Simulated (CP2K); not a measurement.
Two runs for the C K edge of vinylacetonitrile. Run A: CP2K XAS_TDP, all-electron GAPW, PBEh(45%), aug-cc-pVDZ, TDA, no relativity. Run B differs in one setting.

First lines with a strength over 0.0015. A:

| atom | energy (eV) | states | strength, one atom |
| --- | --- | --- | --- |
| C1 (bonded to C and 2 H) | 280.96 | 1 | 0.0514 |
|  | 284.28 | 1 | 0.0064 |
|  | 284.67 | 1 | 0.0190 |
|  | 285.74 | 1 | 0.0033 |
|  | 285.85 | 1 | 0.0040 |
| C2 (bonded to 2 C and H) | 281.35 | 1 | 0.0535 |
|  | 284.75 | 1 | 0.0110 |
|  | 285.27 | 1 | 0.0121 |
|  | 285.60 | 1 | 0.0082 |
|  | 286.85 | 1 | 0.0015 |
| C3 (bonded to 2 C and 2 H) | 284.62 | 1 | 0.0024 |
|  | 285.17 | 1 | 0.0083 |
|  | 285.22 | 1 | 0.0148 |
|  | 286.27 | 1 | 0.0078 |
|  | 286.59 | 1 | 0.0118 |
| C4 (bonded to C and N) | 282.54 | 1 | 0.0540 |
|  | 282.63 | 1 | 0.0567 |
|  | 285.20 | 1 | 0.0017 |
|  | 285.35 | 1 | 0.0040 |
|  | 287.17 | 1 | 0.0029 |

B:

| atom | energy (eV) | states | strength, one atom |
| --- | --- | --- | --- |
| C1 (bonded to C and 2 H) | 287.18 | 1 | 0.0503 |
|  | 290.49 | 1 | 0.0062 |
|  | 290.88 | 1 | 0.0186 |
|  | 291.95 | 1 | 0.0033 |
|  | 292.06 | 1 | 0.0039 |
| C2 (bonded to 2 C and H) | 287.26 | 1 | 0.0524 |
|  | 290.66 | 1 | 0.0108 |
|  | 291.18 | 1 | 0.0118 |
|  | 291.51 | 1 | 0.0081 |
|  | 293.31 | 1 | 0.0039 |
| C3 (bonded to 2 C and 2 H) | 290.83 | 1 | 0.0024 |
|  | 291.38 | 1 | 0.0081 |
|  | 291.43 | 1 | 0.0145 |
|  | 292.48 | 1 | 0.0077 |
|  | 292.80 | 1 | 0.0116 |
| C4 (bonded to C and N) | 289.16 | 1 | 0.0528 |
|  | 289.24 | 1 | 0.0554 |
|  | 291.81 | 1 | 0.0017 |
|  | 291.96 | 1 | 0.0039 |
|  | 293.78 | 1 | 0.0028 |

**Question.** Which was it: the basis, scalar relativity switched on, the functional, GW2X switched on?

GW2X switched on. GW2X shifts an atom's lines together and keeps their spacings. Against PBEh(45%) in aug-cc-pVDZ, the leading lines move by +6.22 eV (C1, to 287.18), +5.91 eV (C2, to 287.26), +6.21 eV (C3, to 291.38) and +6.62 eV (C4, to 289.16).

[Hosts, paths, dates, database ids (printed as entryN), source tags and the programs' standing remarks are cut or masked in the printed files.]
